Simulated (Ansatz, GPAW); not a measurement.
# Ballistic transport through methylbenzenedithiol between two Cu chains, from relaxation to T(E), part 3 of 3

How well does methylbenzenedithiol between two Cu chains conduct once its atoms have relaxed, and how much do cheaper levels lose?

GPAW 26.7.0 and Ansatz 0.2.0; Ansatz plane waves; relaxation of the junction with the lead ends held; PAW set soft_1 (the session's first sound run).

So far, transmission at the Fermi level (one spin): step 4 (double-zeta polarised basis) 0.900; step 5 (basis szp(dzp)) 0.805. Also open channels of the lead at the Fermi level (one spin): step 4 1.

## Step 6: GPAW, sz: basis = "sz(dzp)"

Level of this step: GPAW LCAO, PAW setups; Landauer transmission from Green's functions with principal layers (ASE), zero bias (GPAW).

The minimal basis is the cheapest rung: no second zeta and no polarisation.

Contents of run.py:

```python
import json
import numpy as np
from ase import Atoms
from ase.transport.calculators import TransportCalculator
from gpaw import GPAW, FermiDirac
from gpaw.lcao.tools import get_lcao_hamiltonian
from scipy.linalg import eigh

# The junction with lead layers at both ends, along the third cell vector
device = Atoms(
    ['Cu', 'Cu', 'Cu', 'Cu', 'Cu', 'Cu', 'S', 'C', 'H', 'H', 'C', 'C', 'C', 'C', 'H', 'H', 'C', 'C', 'H', 'H', 'S', 'Cu', 'Cu', 'Cu', 'Cu', 'Cu', 'Cu'],
    positions=[
        [8.25914, 5.66508, 1.15000],
        [8.25914, 5.66508, 3.45000],
        [8.25914, 5.66508, 5.75000],
        [8.25914, 5.66508, 8.05000],
        [8.77998, 4.46902, 9.96615],
        [8.82919, 5.61313, 11.98662],
        [10.12837, 5.93312, 13.63836],
        [9.70535, 5.39025, 15.24871],
        [7.64983, 6.08405, 15.34426],
        [11.70232, 4.61833, 15.50609],
        [8.46628, 5.61680, 15.89460],
        [10.74345, 4.78762, 15.99822],
        [8.30096, 5.26534, 17.22525],
        [10.59042, 4.40113, 17.32524],
        [12.61899, 3.69191, 17.40528],
        [7.34571, 5.44569, 17.71877],
        [9.33347, 4.63431, 17.96434],
        [11.73328, 3.74920, 18.04905],
        [11.46982, 2.73278, 18.37415],
        [11.99316, 4.30464, 18.96097],
        [9.05825, 3.94566, 19.55458],
        [8.58722, 5.19145, 21.21278],
        [9.54515, 5.68575, 23.26833],
        [8.25914, 5.66508, 25.19653],
        [8.25914, 5.66508, 27.49653],
        [8.25914, 5.66508, 29.79653],
        [8.25914, 5.66508, 32.09653]],
    cell=[[16.51827, 0.0, 0.0], [0.0, 11.33015, 0.0], [0.0, 0.0, 33.24653]],
    pbc=True)

# One principal layer of the lead: the first 3 atoms of the device
lead = Atoms(
    ['Cu', 'Cu', 'Cu'],
    positions=[
        [8.25914, 5.66508, 1.15000],
        [8.25914, 5.66508, 3.45000],
        [8.25914, 5.66508, 5.75000]],
    cell=[[16.51827, 0.0, 0.0], [0.0, 11.33015, 0.0], [0.0, 0.0, 6.9]],
    pbc=True)

settings = dict(mode='lcao', basis='sz(dzp)', xc='PBE', h=0.2,
                occupations=FermiDirac(0.1), maxiter=250,
                mixer=dict(beta=0.1, nmaxold=8, weight=100.0),
                convergence=dict(density=0.0001))
energies = np.arange(-2, 2 + 1e-9, 0.025)
eta = 0.0001
n1, n2 = 1, 1
# k and -k transmit alike, so half of the mesh across the current serves
mesh = [(i, j) for i in range(n1) for j in range(n2) if (i, j) <= (-i % n1, -j % n2)]
weights = np.array([1 if (i, j) == (-i % n1, -j % n2) else 2 for i, j in mesh]) / (n1 * n2)

# [... helper functions left out ...]
fermi_lead = ground_state(lead, (1, 1, 16), 'lead.txt')
fermi_device = ground_state(device, (1, 1, 3), 'device.txt')
# [... loop over the mesh left out, but for ...]
        # Shift the lead onto the potential of the device's first layer
        shift = ((H[:, 0, 0] - H0[:, 0, 0]) / S0[0, 0]).real.mean()
# [...]
kT = 8.617333e-5 * 300
bias = [0.1, 0.2, 0.5, 1.0, 1.5, 2.0]
# [... integrals and printing left out ...]
```

Command:

```console
OMP_NUM_THREADS=1 OPENBLAS_NUM_THREADS=1 python run.py
```

The log of the run:

```text
basis functions: device 114, principal layer 18
Fermi level: lead -3.9864 eV, device -4.0324 eV; lead shifted by -0.0072 eV
largest coupling past the next layer 4.64e-05 eV, largest misfit of the first layer 0.041 eV
  E-E_F (eV)   T (one spin)  [channel counts left out]
    -2.000    2.1809e-01
    -1.975    1.9806e-01
    -1.950    1.5505e-01
[...]
1.975    3.0216e-02
     2.000    3.2267e-02
conductance at 300 K: 0.669 G0 a cell; thermopower 31.41 uV/K
current from the zero-bias T(E) at 0.1 V: 5.1623 uA
current from the zero-bias T(E) at 0.2 V: 10.18 uA
current from the zero-bias T(E) at 0.5 V: 22.048 uA
current from the zero-bias T(E) at 1.0 V: 31.687 uA
current from the zero-bias T(E) at 1.5 V: 42.04 uA
current from the zero-bias T(E) at 2.0 V: 46.091 uA
```

Run time: 91 s. Hardware: 1 thread of Arm Neoverse V1, shared host; peak memory 1.9 GiB.

This step gave:

```
conductance                                    : 0.6690 G₀
largest coupling past the next principal layer : 4.64e-5 eV
largest misfit of the first principal layer    : 0.04121 eV
shift that aligns the lead                     : -0.007166 eV
basis functions of the junction                : 114
basis functions of a principal layer           : 18
transmission at the Fermi level (one spin)     : 0.6758
```

One spin. Transmission, zone mean against energy, zero at the Fermi level:

energy (eV), transmission, zone mean and a bar:
```
   -2.000      0.218 ######
   -1.900      0.024 
   -1.800      0.259 ########
   -1.700      0.384 ###########
   -1.600      0.090 ##
   -1.500      0.020 
   -1.400      0.010 
   -1.350      0.969 #############################
   -1.300      0.475 ##############
   -1.200      0.433 #############
   -1.100      0.811 #########################
   -1.075      0.991 ##############################
   -1.000      0.323 ##########
   -0.900      0.132 ####
   -0.800      0.104 ###
   -0.700      0.407 ############
   -0.650      0.582 #################
   -0.600      0.396 ############
   -0.550      0.876 ##########################
   -0.500      0.604 ##################
   -0.400      0.264 ########
   -0.300      0.425 #############
   -0.200      0.739 ######################
   -0.150      0.940 ############################
   -0.100      0.920 ############################
    0.000      0.676 ####################
    0.100      0.370 ###########
    0.200      0.201 ######
    0.300      0.119 ###
    0.400      0.077 ##
    0.500      0.053 #
    0.600      0.039 #
    0.700      0.030 #
    0.800      0.024 
    0.900      0.020 
    1.000      0.018 
    1.100      0.016 
    1.200      0.015 
    1.300      0.015 
    1.400      0.015 
    1.500      0.015 
    1.600      0.016 
    1.700      0.018 
    1.800      0.021 
    1.900      0.025 
    2.000      0.032 #
```

The conductance, 0.669 G₀, lies 24 % below that of the dzp run.

## Step 7: RPBE in the dzp basis: xc = "RPBE"

Back in the dzp basis, the functional changes from PBE to RPBE, to set the spread between functionals beside that between bases.

Edit run.py of step 6 so:

```diff
@@ -52,3 +52,3 @@
 
-settings = dict(mode='lcao', basis='sz(dzp)', xc='PBE', h=0.2,
+settings = dict(mode='lcao', basis='dzp', xc='RPBE', h=0.2,
                 occupations=FermiDirac(0.1), maxiter=250,
```

The log of the run:

```text
basis functions: device 327, principal layer 45
Fermi level: lead -3.9694 eV, device -3.7759 eV; lead shifted by -0.0103 eV
largest coupling past the next layer 5.01e-05 eV, largest misfit of the first layer 0.051 eV
  E-E_F (eV)   T (one spin)  [channel counts left out]
    -2.000    9.1734e-01
    -1.975    9.3288e-01
    -1.950    8.9391e-01
[...]
1.975    1.7833e-02
     2.000    1.8900e-02
conductance at 300 K: 0.85716 G0 a cell; thermopower 15.93 uV/K
current from the zero-bias T(E) at 0.1 V: 6.584 uA
current from the zero-bias T(E) at 0.2 V: 12.853 uA
current from the zero-bias T(E) at 0.5 V: 27.928 uA
current from the zero-bias T(E) at 1.0 V: 41.768 uA
current from the zero-bias T(E) at 1.5 V: 54.774 uA
current from the zero-bias T(E) at 2.0 V: 67.202 uA
```

It took 2.5 min on 1 thread; peak memory 2 GiB.

Numbers from this step:

```yaml
conductance: 0.8572 G₀
largest_coupling_past_the_next_principal_layer: 5.01e-5 eV
largest_misfit_of_the_first_principal_layer: 0.05051 eV
shift_that_aligns_the_lead: -0.01029 eV
basis_functions_of_the_junction: 327
basis_functions_of_a_principal_layer: 45
transmission_at_the_fermi_level_one_spin: 0.8798
```

The conductance, 0.857 G₀, lies 2.0 % below that of the dzp run.

## Step 8: The structure as built: geometry = "as built"

The dzp basis with PBE on the structure as first built shows what the relaxation was worth.

Edit run.py of step 7 so:

```diff
@@ -16,21 +16,21 @@
         [8.25914, 5.66508, 8.05000],
-        [8.77998, 4.46902, 9.96615],
-        [8.82919, 5.61313, 11.98662],
-        [10.12837, 5.93312, 13.63836],
-        [9.70535, 5.39025, 15.24871],
-        [7.64983, 6.08405, 15.34426],
-        [11.70232, 4.61833, 15.50609],
-        [8.46628, 5.61680, 15.89460],
-        [10.74345, 4.78762, 15.99822],
-        [8.30096, 5.26534, 17.22525],
-        [10.59042, 4.40113, 17.32524],
-        [12.61899, 3.69191, 17.40528],
-        [7.34571, 5.44569, 17.71877],
-        [9.33347, 4.63431, 17.96434],
-        [11.73328, 3.74920, 18.04905],
-        [11.46982, 2.73278, 18.37415],
-        [11.99316, 4.30464, 18.96097],
-        [9.05825, 3.94566, 19.55458],
-        [8.58722, 5.19145, 21.21278],
-        [9.54515, 5.68575, 23.26833],
+        [8.25914, 5.66508, 10.35000],
+        [8.25914, 5.66508, 12.65000],
+        [10.00480, 4.38784, 13.46082],
+        [9.93948, 4.30733, 15.23660],
+        [7.78050, 4.25199, 15.35030],
+        [12.08026, 4.31168, 15.45192],
+        [8.71653, 4.25041, 15.90297],
+        [11.12593, 4.27895, 15.97534],
+        [8.68144, 4.17930, 17.29794],
+        [11.10727, 4.20736, 17.38100],
+        [13.26827, 4.22527, 17.43765],
+        [7.71483, 4.12758, 17.79444],
+        [9.86756, 4.16290, 18.04451],
+        [12.41579, 4.17821, 18.12398],
+        [12.51027, 3.25000, 18.69658],
+        [12.49325, 5.03802, 18.79712],
+        [9.73730, 4.06676, 19.82418],
+        [8.25914, 5.66508, 20.59653],
+        [8.25914, 5.66508, 22.89653],
         [8.25914, 5.66508, 25.19653],
@@ -52,3 +52,3 @@
 
-settings = dict(mode='lcao', basis='dzp', xc='RPBE', h=0.2,
+settings = dict(mode='lcao', basis='dzp', xc='PBE', h=0.2,
                 occupations=FermiDirac(0.1), maxiter=250,
```

The log of the run:

```text
basis functions: device 327, principal layer 45
Fermi level: lead -4.1292 eV, device -3.9677 eV; lead shifted by 0.0010 eV
largest coupling past the next layer 4.59e-05 eV, largest misfit of the first layer 0.016 eV
  E-E_F (eV)   T (one spin)  [channel counts left out]
    -2.000    2.2461e-04
    -1.975    3.0157e-04
    -1.950    5.1066e-04
[...]
1.975    2.9062e-03
     2.000    2.7889e-03
conductance at 300 K: 0.32463 G0 a cell; thermopower 39.36 uV/K
current from the zero-bias T(E) at 0.1 V: 2.5571 uA
current from the zero-bias T(E) at 0.2 V: 5.3624 uA
current from the zero-bias T(E) at 0.5 V: 15.336 uA
current from the zero-bias T(E) at 1.0 V: 22.721 uA
current from the zero-bias T(E) at 1.5 V: 28.677 uA
current from the zero-bias T(E) at 2.0 V: 35.429 uA
```

It took 2.5 min on 1 thread; peak memory 2 GiB.

This step gave:

```yaml
conductance: 0.3246 G₀
largest_coupling_past_the_next_principal_layer: 4.59e-5 eV
largest_misfit_of_the_first_principal_layer: 0.01626 eV
shift_that_aligns_the_lead: 0.001006 eV
transmission_at_the_fermi_level_one_spin: 0.3102
```

The conductance, 0.325 G₀, lies 63 % below that of the dzp run.

## Step 9: The ladder

Times are for 1 thread of Arm Neoverse V1, shared host. The runs compared:

```
no.       run  conductance (G₀)     time  memory (GiB)
  1       dzp            0.8748  2.6 min           2.0
  2       szp            0.7857    2 min             2
  3        sz            0.6690     91 s           1.9
  4  dzp RPBE            0.8572  2.5 min           2.0
  5   asbuilt            0.3246  2.5 min           2.0
```

## Step 10: Comparison

The curves are compared point by point over the common energies.

This step: comparison of transmission and cost over codes, levels and geometry; PAW set soft_1 (GPAW 26.7.0).

Ladder, by row:

| step | code | T at the Fermi level (sum over the listed spins) | conductance (G0) | r.m.s. T(E) from the first | wall time (s) | peak memory (GiB) | threads |
| --- | --- | --- | --- | --- | --- | --- | --- |
| dzp | GPAW | 0.8998 | 0.8748 | 0 | 156.7 | 2.03 | 1 |
| szp | GPAW | 0.8048 | 0.7857 | 0.1757 | 119.8 | 2 | 1 |
| sz | GPAW | 0.6758 | 0.669 | 0.2517 | 90.93 | 1.94 | 1 |
| dzp-RPBE | GPAW | 0.8798 | 0.8572 | 0.04373 | 147.4 | 2.03 | 1 |
| asbuilt | GPAW | 0.3102 | 0.3246 | 0.3361 | 149.6 | 2.03 | 1 |

Transmission, zone mean, sum over the listed spins against energy, zero at the Fermi level:

```
energy (eV)     dzp     szp      sz  dzp-RPBE  asbuilt
     -2.000   0.922   0.469   0.218     0.917   2.2e-4
     -1.900   0.759   0.370  0.0241     0.751   8.8e-4
     -1.800   0.285   0.216   0.259     0.306  0.00135
     -1.775   0.850   0.276   0.235     0.840   0.0269
     -1.700   0.582   0.281   0.384     0.598    0.322
     -1.600   0.615   0.355  0.0904     0.607    0.930
     -1.500  0.0434  0.0907  0.0200    0.0417   0.0179
     -1.400  0.0309  0.0347  0.0101    0.0328   3.8e-4
     -1.350  0.0925  0.0391   0.969    0.0830    0.310
     -1.300   0.815   0.337   0.475     0.681    0.135
     -1.200   0.215   0.193   0.433     0.223   0.0583
     -1.100   0.761   0.417   0.811     0.751   0.0607
     -1.075   0.759   0.666   0.991     0.745   0.0642
     -1.000   0.592   0.487   0.323     0.628   0.0838
     -0.925   0.792   0.367   0.142     0.850    0.129
     -0.900   0.766   0.387   0.132     0.754    0.158
     -0.800   0.444   0.269   0.104     0.516    0.633
     -0.700   0.599   0.557   0.407     0.522    0.414
     -0.600   0.828   0.389   0.396     0.906    0.126
     -0.575   0.990   0.623   0.552     0.982    0.108
     -0.550   0.907   0.945   0.876     0.884   0.0959
     -0.500   0.565   0.806   0.604     0.531   0.0805
     -0.400   0.455   0.379   0.264     0.465    0.182
     -0.300   0.616   0.570   0.425     0.630    0.472
     -0.200   0.851   0.844   0.739     0.873    0.830
     -0.100   0.962   0.956   0.920     0.966    0.556
     -0.075   0.967   0.945   0.891     0.966    0.475
      0.000   0.900   0.805   0.676     0.880    0.310
      0.100   0.630   0.496   0.370     0.604    0.197
      0.200   0.367   0.274   0.201     0.352    0.136
      0.300   0.210   0.157   0.119     0.202   0.0981
      0.400   0.125  0.0958  0.0766     0.122   0.0725
      0.500  0.0797  0.0629  0.0530    0.0779   0.0545
      0.600  0.0538  0.0441  0.0389    0.0528   0.0417
      0.700  0.0384  0.0326  0.0300    0.0377   0.0323
      0.800  0.0288  0.0254  0.0243    0.0283   0.0256
      0.900  0.0226  0.0208  0.0205    0.0222   0.0204
      1.000  0.0185  0.0177  0.0178    0.0181   0.0165
      1.100  0.0157  0.0157  0.0161    0.0153   0.0134
      1.200  0.0138  0.0145  0.0151    0.0134   0.0111
      1.300  0.0126  0.0139  0.0146    0.0122  0.00919
      1.400  0.0120  0.0139  0.0146    0.0115  0.00767
      1.500  0.0117  0.0144  0.0151    0.0112  0.00643
      1.600  0.0120  0.0156  0.0162    0.0114  0.00541
      1.700  0.0127  0.0176  0.0180    0.0120  0.00457
      1.800  0.0141  0.0209  0.0209    0.0132  0.00387
      1.900  0.0164  0.0261  0.0253    0.0154  0.00329
      2.000  0.0203  0.0346  0.0323    0.0189  0.00279
```

## Step 11: K-points along the lead 2, functional RPBE

The lead's own mesh along the current sets its density and potential; where the lead is aligned to the junction's end layer, a rigid shift drops out. The functional moves levels against the Fermi level.

This step: GPAW LCAO, PAW setups; Landauer transmission from Green's functions with principal layers (ASE), zero bias (GPAW 26.7.0).

Edit run.py of step 8 so:

```diff
@@ -16,21 +16,21 @@
         [8.25914, 5.66508, 8.05000],
-        [8.25914, 5.66508, 10.35000],
-        [8.25914, 5.66508, 12.65000],
-        [10.00480, 4.38784, 13.46082],
-        [9.93948, 4.30733, 15.23660],
-        [7.78050, 4.25199, 15.35030],
-        [12.08026, 4.31168, 15.45192],
-        [8.71653, 4.25041, 15.90297],
-        [11.12593, 4.27895, 15.97534],
-        [8.68144, 4.17930, 17.29794],
-        [11.10727, 4.20736, 17.38100],
-        [13.26827, 4.22527, 17.43765],
-        [7.71483, 4.12758, 17.79444],
-        [9.86756, 4.16290, 18.04451],
-        [12.41579, 4.17821, 18.12398],
-        [12.51027, 3.25000, 18.69658],
-        [12.49325, 5.03802, 18.79712],
-        [9.73730, 4.06676, 19.82418],
-        [8.25914, 5.66508, 20.59653],
-        [8.25914, 5.66508, 22.89653],
+        [8.77998, 4.46902, 9.96615],
+        [8.82919, 5.61313, 11.98662],
+        [10.12837, 5.93312, 13.63836],
+        [9.70535, 5.39025, 15.24871],
+        [7.64983, 6.08405, 15.34426],
+        [11.70232, 4.61833, 15.50609],
+        [8.46628, 5.61680, 15.89460],
+        [10.74345, 4.78762, 15.99822],
+        [8.30096, 5.26534, 17.22525],
+        [10.59042, 4.40113, 17.32524],
+        [12.61899, 3.69191, 17.40528],
+        [7.34571, 5.44569, 17.71877],
+        [9.33347, 4.63431, 17.96434],
+        [11.73328, 3.74920, 18.04905],
+        [11.46982, 2.73278, 18.37415],
+        [11.99316, 4.30464, 18.96097],
+        [9.05825, 3.94566, 19.55458],
+        [8.58722, 5.19145, 21.21278],
+        [9.54515, 5.68575, 23.26833],
         [8.25914, 5.66508, 25.19653],
@@ -52,3 +52,3 @@
 
-settings = dict(mode='lcao', basis='dzp', xc='PBE', h=0.2,
+settings = dict(mode='lcao', basis='dzp', xc='RPBE', h=0.2,
                 occupations=FermiDirac(0.1), maxiter=250,
@@ -64,3 +64,3 @@
 # [... helper functions left out ...]
-fermi_lead = ground_state(lead, (1, 1, 16), 'lead.txt')
+fermi_lead = ground_state(lead, (1, 1, 2), 'lead.txt')
 fermi_device = ground_state(device, (1, 1, 3), 'device.txt')
```

The log of the run:

```text
basis functions: device 327, principal layer 45
Fermi level: lead -3.2884 eV, device -3.7759 eV; lead shifted by 0.5365 eV
largest coupling past the next layer 5.02e-05 eV, largest misfit of the first layer 0.419 eV
  E-E_F (eV)   T (one spin)  [channel counts left out]
    -2.000    9.1737e-01
    -1.975    9.3361e-01
    -1.950    9.1635e-01
    -1.925    8.7532e-01
    -1.900    8.0377e-01
    -1.875    6.3959e-01
    -1.850    5.5983e-02
    -1.825    1.7506e-01
    -1.800    3.4024e-01
    -1.775    8.3686e-01
    -1.750    7.2242e-01
    -1.725    6.0652e-01
    -1.700    4.9722e-01
    -1.675    3.9469e-01
    -1.650    3.5346e-01
    -1.625    4.8541e-01
[...]
1.825    1.3753e-02
     1.850    1.4249e-02
     1.875    1.4812e-02
     1.900    1.5452e-02
     1.925    1.6179e-02
     1.950    1.7005e-02
     1.975    1.7945e-02
     2.000    1.9018e-02
conductance at 300 K: 0.85026 G0 a cell; thermopower 16.32 uV/K
current from the zero-bias T(E) at 0.1 V: 6.5327 uA
current from the zero-bias T(E) at 0.2 V: 12.757 uA
current from the zero-bias T(E) at 0.5 V: 27.831 uA
current from the zero-bias T(E) at 1.0 V: 41.334 uA
current from the zero-bias T(E) at 1.5 V: 52.012 uA
current from the zero-bias T(E) at 2.0 V: 63.683 uA
```

The job ended after 2.4 min (1 thread; peak memory 2 GiB).

The run finished with changed settings (lead_nz = 2 and xc = "RPBE"); it serves as a test.

Side by side:

```csv
quantity,this run,sound run,difference
conductance (G₀),0.85026,0.87485,-0.0246
largest coupling past the next principal layer (eV),5.017e-5,4.594e-5,4.2e-6
largest misfit of the first principal layer (eV),0.41874,0.052657,0.366
shift that aligns the lead (eV),0.53648,-0.013445,0.550
transmission at the Fermi level (one spin),0.87173,0.89979,-0.0281
```

One result that differs is the largest misfit of the first principal layer, 0.419 eV against 0.0527 eV.

## Step 12: Outcome

```yaml
conductance: 0.875 G₀
transmission_at_the_fermi_level_mean_of_the_spins: 0.900
open_channels_of_the_lead_there: 1
```

**Reading.** In the dzp basis the junction conducts 0.875 G₀ at 300 K, with T = 0.900 a spin at the Fermi level; no smaller basis tried comes within 10 % of that conductance. Relaxation moved atoms by up to 1.8 Å and took the conductance from 0.325 to 0.875 G₀, as a ratio a larger change than the step from dzp to the minimal basis. The scatterer reflects about 10 % of the incoming channels at the Fermi level. At the Fermi level one eigenchannel carries the current (0.90). Measured against the first run (dzp), the nearest curve is that of dzp-RPBE (r.m.s. 0.044) and the farthest that of asbuilt (0.34). Over the compared runs wall time goes from 91 s (sz) to 157 s (dzp), on a shared host. Moves of this size go well beyond a change of bond lengths: the free chain atoms or the scatterer took up a new arrangement, and the name in the title describes the start. The leads kept an estimated spacing and the cell its length, so the junction may be under some tension or compression. Semilocal functionals put molecular levels too near the Fermi level, so such conductances usually come out too high, and chain electrodes have a sharper density of states than real ones. An evenly spaced straight chain is an idealisation: free chains tend to dimerise, zigzag or, where a band edge lies near the Fermi level, turn magnetic. The currents use the zero-bias T(E) throughout, which holds only while the bias is small against the distance to the nearest feature. The thermopower isn't quoted: it samples T(E) farther from the Fermi level than the conductance does, and the energy grid wasn't tested for it.

[Logs are printed without paths, hosts, clocks, repeated set-up lines and the standing remarks that a program may print on its own settings, such as how far it seeks lower states.]

[Hosts, paths, dates, database ids (printed as entryN), source tags and the programs' standing remarks are cut or masked in the printed files.]
